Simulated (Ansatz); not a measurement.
## Fe3Pb (Fm-3m): the Drude term of Re ε in the infrared

Re ε of Fe3Pb (Fm-3m) at low photon energies is read from one computed spectrum; the carriers' damping was typed as γ = 0.05 eV.

The structure is cubic, space group Fm-3m (No. 225). The conventional cell has a = 6.134 Å, b = 6.134 Å, c = 6.134 Å, α = 90.00°, β = 90.00°, γ = 90.00°. Pb on site a has 8 Fe at 2.66 Å as nearest neighbours. Fe on site c has 4 Fe at 2.66 Å and 4 Pb at 2.66 Å as nearest neighbours. Around Fe on site b lie 8 Fe at 2.66 Å.

Method: Ansatz 0.2.0, PBE, independent particles, k-mesh 12×12×12 with interpolation inside its cells, Gaussian parameter 0.1 eV.

Launch of the response step: `ansatz run input.yaml --threads 2 --pin off --max-ram 5120MiB --backend cpu --events-out ev --progress --plain --runs-dir out`. The run took 3.2 min, on 2 threads of Intel(R) Xeon(R) 6975P-C (Granite Rapids), on a shared host.

```
photon energy E (eV)  wavelength (µm)    Re ε
                0.25             4.96       ?
                0.30             4.13  -292.7
                0.35             3.54  -226.6
                0.40             3.10  -175.9
                0.50             2.48  -105.6
                0.60             2.07   -63.9
                0.70             1.77   -34.9
```

A Drude term over a constant background gives Re ε = ε_b − ωp²/(E² + γ²), linear in 1/(E² + γ²).

Working, on the rows shown:

| x = 1/(E² + γ²) (eV⁻²) | y = Re ε |
| --- | --- |
| 10.8108 | -292.7 |
| 8 | -226.6 |
| 6.15385 | -175.9 |
| 3.9604 | -105.6 |
| 2.75862 | -63.9 |
| 2.03046 | -34.9 |

Means: x̄ = 5.619, ȳ = -149.93. Σ(x − x̄)(y − ȳ) = -1670, Σ(x − x̄)² = 56.72. Slope = -1670 / 56.72 = -29.44; intercept = ȳ − slope · x̄ = 15.512. The line misses the rows shown by at most 10.

Problem. What does the fit predict for the withheld row, and how well does it do?

Solution. At x = 15.385 the line gives y = -437.47. The run gave -395.2, so the extrapolation is off by 42, 12 % of the range in the table. Beyond its data the fit drifts from the curve.

Refitted with all rows, the slope is -26.89 and the intercept 3.6275. These give ωp = √(−slope) = 5.19 eV, against 5.31 eV from the program's Fermi-surface sum, and an intercept of 3.6. Taking the program's Drude term off the rows leaves 38 at the lowest energy and 22 at the highest, so the background isn't constant: interband transitions lie in or near the window, and neither fitted number can be trusted. The structure is a model and need not exist. The values come from a sum over the points of one k-mesh and carry its error, which is largest for Fermi-surface quantities. Spin-orbit coupling is left out.

[Logs are printed without paths, hosts, clocks, repeated set-up lines and the standing remarks that a program may print on its own settings, such as how far it seeks lower states.]
